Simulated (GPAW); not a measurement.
# How all numerical settings together moves the magnetism of zigzag Rh chain, bond 2.823 A, part 2 of 2

Two starts of zigzag Rh chain, bond 2.823 A are run at each rung of all numerical settings together. Which rung is enough?

GPAW 26.7.0; LDA; plane waves with GPAW's PAW setups, scalar-relativistic.

So far, largest spin moment in the augmentation sphere (μB): step 2 (rung 1 (280 eV, mesh 1×1×4), start ferro ++) 1.40; step 4 (rung 2 (380 eV, mesh 1×1×6), start ferro ++) 1.49; step 5 (rung 2 (380 eV, mesh 1×1×6), start antiferro +-) 0.597; step 6 (rung 3 (500 eV, mesh 1×1×8), start ferro ++) 1.47; step 7 (rung 3 (500 eV, mesh 1×1×8), start antiferro +-) 0.726.

**8. Rung 4 (700 eV, mesh 1×1×10), start ferro ++**

order1.py reads:

```python
import json
import numpy as np
from ase import Atoms
from ase.parallel import paropen, parprint
from gpaw import GPAW

atoms = Atoms(['Rh', 'Rh'],
    cell=[[12.0, 0.0, 0.0],
         [0.0, 12.0, 0.0],
         [0.0, 0.0, 3.3876]],
    scaled_positions=[[0.4059, 0.5, 0.0],
         [0.5941, 0.5, 0.5]],
    pbc=True,
    magmoms=[1.0, 1.0])
atoms.calc = GPAW(mode={'name': 'pw', 'ecut': 700},
    xc='LDA',
    kpts={'size': (1, 1, 10), 'gamma': True},
    occupations={'name': 'fermi-dirac', 'width': 0.05},
    convergence={'density': 0.001, 'energy': 1e-05},
    maxiter=200,
    symmetry={'tolerance': 1e-4},
    txt='order1.txt')
e = atoms.get_potential_energy(force_consistent=True)
res = {'free_energy': e, 'energy_sigma0': atoms.get_potential_energy(), 'fermi_energy': atoms.calc.get_fermi_level()}
res['moments'] = atoms.get_magnetic_moments().tolist()
res['total'] = atoms.get_magnetic_moment()
parprint('site moments (muB):', np.round(res['moments'], 3))
parprint(f"total moment: {res['total']:.3f} muB")
parprint(f'free energy: {e:.6f} eV')
atoms.calc.write('order1.gpw')
with paropen('results.json', 'w') as f:
    json.dump(res, f)
```

The run is started by

```bash
$ OMP_NUM_THREADS=1 python3 order1.py > order1.log
```

The program printed:

```text
site moments (muB): [1.528 1.528]
total moment: 3.398 muB
free energy: -8.531399 eV

--- order1.txt ---
Input parameters:
  mode=PW(ecut=700),
  convergence={'density': 0.001, 'energy': 1e-05},
  kpts=MonkhorstPack(size=(1, 1, 10), gamma=True),
  maxiter=200,
  occupations=Occupations(name='fermi-dirac', width=0.05),
  symmetry=Symmetry(tolerance=0.0001),
  xc=XC(name='LDA')

Diagonalizing LCAO Hamiltonian
[...]
|         10 |        -5.213 |     1.000 |        -4.409 |     1.000 |
|         11 |        -5.057 |     1.000 |        -4.030 |     0.965 |
[...]
|         20 |         0.723 |     0.000 |         0.920 |     0.000 |
|         21 |         0.872 |     0.000 |         0.920 |     0.000 |
|         22 |         1.589 |     0.000 |         1.651 |     0.000 |
|         23 |         1.799 |     0.000 |         1.769 |     0.000 |

No gap
No difference between direct/indirect transitions


[key lines of the parts left out:]
Free energy:      -8.531399
Converged in 18 steps
dipole moment: (0.000002, 0.000003, -9.997811)  # |e|*Ang
Fermi level: -3.864
```

Wall time 1.9 min (1 MPI rank of Intel Xeon Platinum 8488C (Sapphire Rapids), shared host); peak memory 0.53 GiB.

This step gave:

```yaml
magnetization: 3.398 μB
final_state: ferromagnetic
largest_moment: 1.528 μB
```

The largest moment moves by +0.06 μB from rung 3, at 2.1 times its CPU time.

**9. Rung 4 (700 eV, mesh 1×1×10), start antiferro +-**

order2.py reads:

```python
import json
import numpy as np
from ase import Atoms
from ase.parallel import paropen, parprint
from gpaw import GPAW

atoms = Atoms(['Rh', 'Rh'],
    cell=[[12.0, 0.0, 0.0],
         [0.0, 12.0, 0.0],
         [0.0, 0.0, 3.3876]],
    scaled_positions=[[0.4059, 0.5, 0.0],
         [0.5941, 0.5, 0.5]],
    pbc=True,
    magmoms=[1.0, -1.0])
atoms.calc = GPAW(mode={'name': 'pw', 'ecut': 700},
    xc='LDA',
    kpts={'size': (1, 1, 10), 'gamma': True},
    occupations={'name': 'fermi-dirac', 'width': 0.05},
    convergence={'density': 0.001, 'energy': 1e-05},
    maxiter=200,
    symmetry={'tolerance': 1e-4},
    txt='order2.txt')
e = atoms.get_potential_energy(force_consistent=True)
res = {'free_energy': e, 'energy_sigma0': atoms.get_potential_energy(), 'fermi_energy': atoms.calc.get_fermi_level()}
res['moments'] = atoms.get_magnetic_moments().tolist()
res['total'] = atoms.get_magnetic_moment()
parprint('site moments (muB):', np.round(res['moments'], 3))
parprint(f"total moment: {res['total']:.3f} muB")
parprint(f'free energy: {e:.6f} eV')
atoms.calc.write('order2.gpw')
with paropen('results.json', 'w') as f:
    json.dump(res, f)
```

The run is started by

```bash
$ OMP_NUM_THREADS=1 python3 order2.py > order2.log
```

The program printed:

```text
site moments (muB): [ 0.8   -0.798]
total moment: 0.002 muB
free energy: -8.157047 eV

--- order2.txt ---
Input parameters:
  mode=PW(ecut=700),
  convergence={'density': 0.001, 'energy': 1e-05},
  kpts=MonkhorstPack(size=(1, 1, 10), gamma=True),
  maxiter=200,
  occupations=Occupations(name='fermi-dirac', width=0.05),
  symmetry=Symmetry(tolerance=0.0001),
  xc=XC(name='LDA')

Diagonalizing LCAO Hamiltonian
[...]
|          9 |        -5.247 |     1.000 |        -5.245 |     1.000 |
|         10 |        -4.884 |     1.000 |        -4.881 |     1.000 |
[...]
|         18 |        -1.288 |     0.000 |        -1.288 |     0.000 |
|         19 |        -0.656 |     0.000 |        -0.656 |     0.000 |
|         20 |         0.851 |     0.000 |         0.851 |     0.000 |
|         21 |         0.897 |     0.000 |         0.897 |     0.000 |

No gap
No difference between direct/indirect transitions


[key lines of the parts left out:]
Free energy:      -8.157047
Converged in 129 steps
dipole moment: (-0.000378, 0.000003, -9.993731)  # |e|*Ang
Fermi level: -4.010
```

Elapsed: 12 min, on 1 MPI rank; peak memory 0.55 GiB.

This step gave:

| Property | Result |
| --- | --- |
| magnetization | 0 μB |
| final state | antiferromagnetic |
| largest moment | 0.8004 μB |

This start lies +187.2 meV a seeded atom from the first, a change of +49.7 meV since rung 3; its largest moment is 0.800 μB.

**10. Another try**

A slip in the input shows what the program catches and what it lets pass.

run.py reads:

```python
import json
import numpy as np
from ase import Atoms
from ase.parallel import paropen, parprint
from gpaw import GPAW

atoms = Atoms(['Rh', 'Rh'],
    cell=[[12.0, 0.0, 0.0],
         [0.0, 12.0, 0.0],
         [0.0, 0.0, 3.3876]],
    scaled_positions=[[0.4059, 0.5, 0.0],
         [0.5941, 0.5, 0.5]],
    pbc=True,
    magmoms=[1.0, 1.0])
atoms.calc = GPAW(mode={'name': 'pw', 'ecut': 550},
    xc='LDA',
    kpts={'size': (1, 1, 10), 'gamma': True},
    occupations={'name': 'fermi-dirac', 'width': 0.1},
    convergence={'density': 0.001, 'energy': 1e-05},
    setups={0: ':g,5.0'},
    maxiter=100,
    symmetry={'tolerance': 1e-4},
    txt='run.txt')
e = atoms.get_potential_energy(force_consistent=True)
res = {'free_energy': e, 'energy_sigma0': atoms.get_potential_energy(), 'fermi_energy': atoms.calc.get_fermi_level()}
res['moments'] = atoms.get_magnetic_moments().tolist()
res['total'] = atoms.get_magnetic_moment()
parprint('site moments (muB):', np.round(res['moments'], 3))
parprint(f"total moment: {res['total']:.3f} muB")
parprint(f'free energy: {e:.6f} eV')
atoms.calc.write('run.gpw')
with paropen('results.json', 'w') as f:
    json.dump(res, f)
```

The run is started by

```bash
$ OMP_NUM_THREADS=1 python3 run.py > run.log
```

The program printed:

```text
RuntimeError: Setup has 0 radial partial waves with angular momentum quantum number -1. Must be 1 or 2 for DFT+U.

--- run.txt ---
Input parameters:
  mode=PW(ecut=550),
  convergence={'density': 0.001, 'energy': 1e-05},
  kpts=MonkhorstPack(size=(1, 1, 10), gamma=True),
  maxiter=100,
  occupations=Occupations(name='fermi-dirac', width=0.1),
  setups={0: ':g,5.0'},
  symmetry=Symmetry(tolerance=0.0001),
  xc=XC(name='LDA')
```

It took 3.3 s on 1 MPI rank; peak memory 0.28 GiB.

The program refused the input before any cycle.

The program's message: “RuntimeError: Setup has 0 radial partial waves with angular momentum quantum number -1. Must be 1 or 2 for DFT+U.”

The fault put into the input: a U on a shell that the setup lacks.

A U can act only on a shell that has projectors in the setup.

**11. Side by side**

Ladder, by row:

```
rung  cutoff (eV)    mesh  smearing (eV)  state from the first start  state from the second start  second less first (meV a seeded atom)  moment, first (μB)  moment, second (μB)  CPU time (s)
   1          280   1x1x4            0.2               ferromagnetic            antiferromagnetic                                   71.2               1.397               0.5476          30.6
   2          380   1x1x6           0.15               ferromagnetic            antiferromagnetic                                  104.5               1.493               0.5965         49.58
   3          500   1x1x8            0.1               ferromagnetic            antiferromagnetic                                  137.5               1.473               0.7262         108.2
   4          700  1x1x10           0.05               ferromagnetic            antiferromagnetic                                  187.2               1.528               0.8004           855
```

**12. What came out**

```yaml
range_of_the_moment_in_the_table_first_start: 1.40 to 1.53 μB
range_of_cpu_time: 31 s to 14 min
range_of_the_energy_difference: 71.2 to 187 meV a seeded atom
```

In words: Only the last rung can serve as the reference, and the rung before it is still 50 meV away, so convergence is not shown. The first start ends lower on every rung of the table; whether functional and cell give the true order is another question. The largest step comes last, so convergence is not shown.

[Logs and program files are shortened in this print: banners, set-up blocks, solver, clock and traceback lines can be left out without a mark of their own.]

[Logs are printed without paths, hosts, clocks, repeated set-up lines and the standing remarks that a program may print on its own settings, such as how far it seeks lower states.]

[Hosts, paths, dates, database ids (printed as entryN), source tags and the programs' standing remarks are cut or masked in the printed files.]

[Where a cell is said to come from a database of computed structures, the database is the Materials Project.]
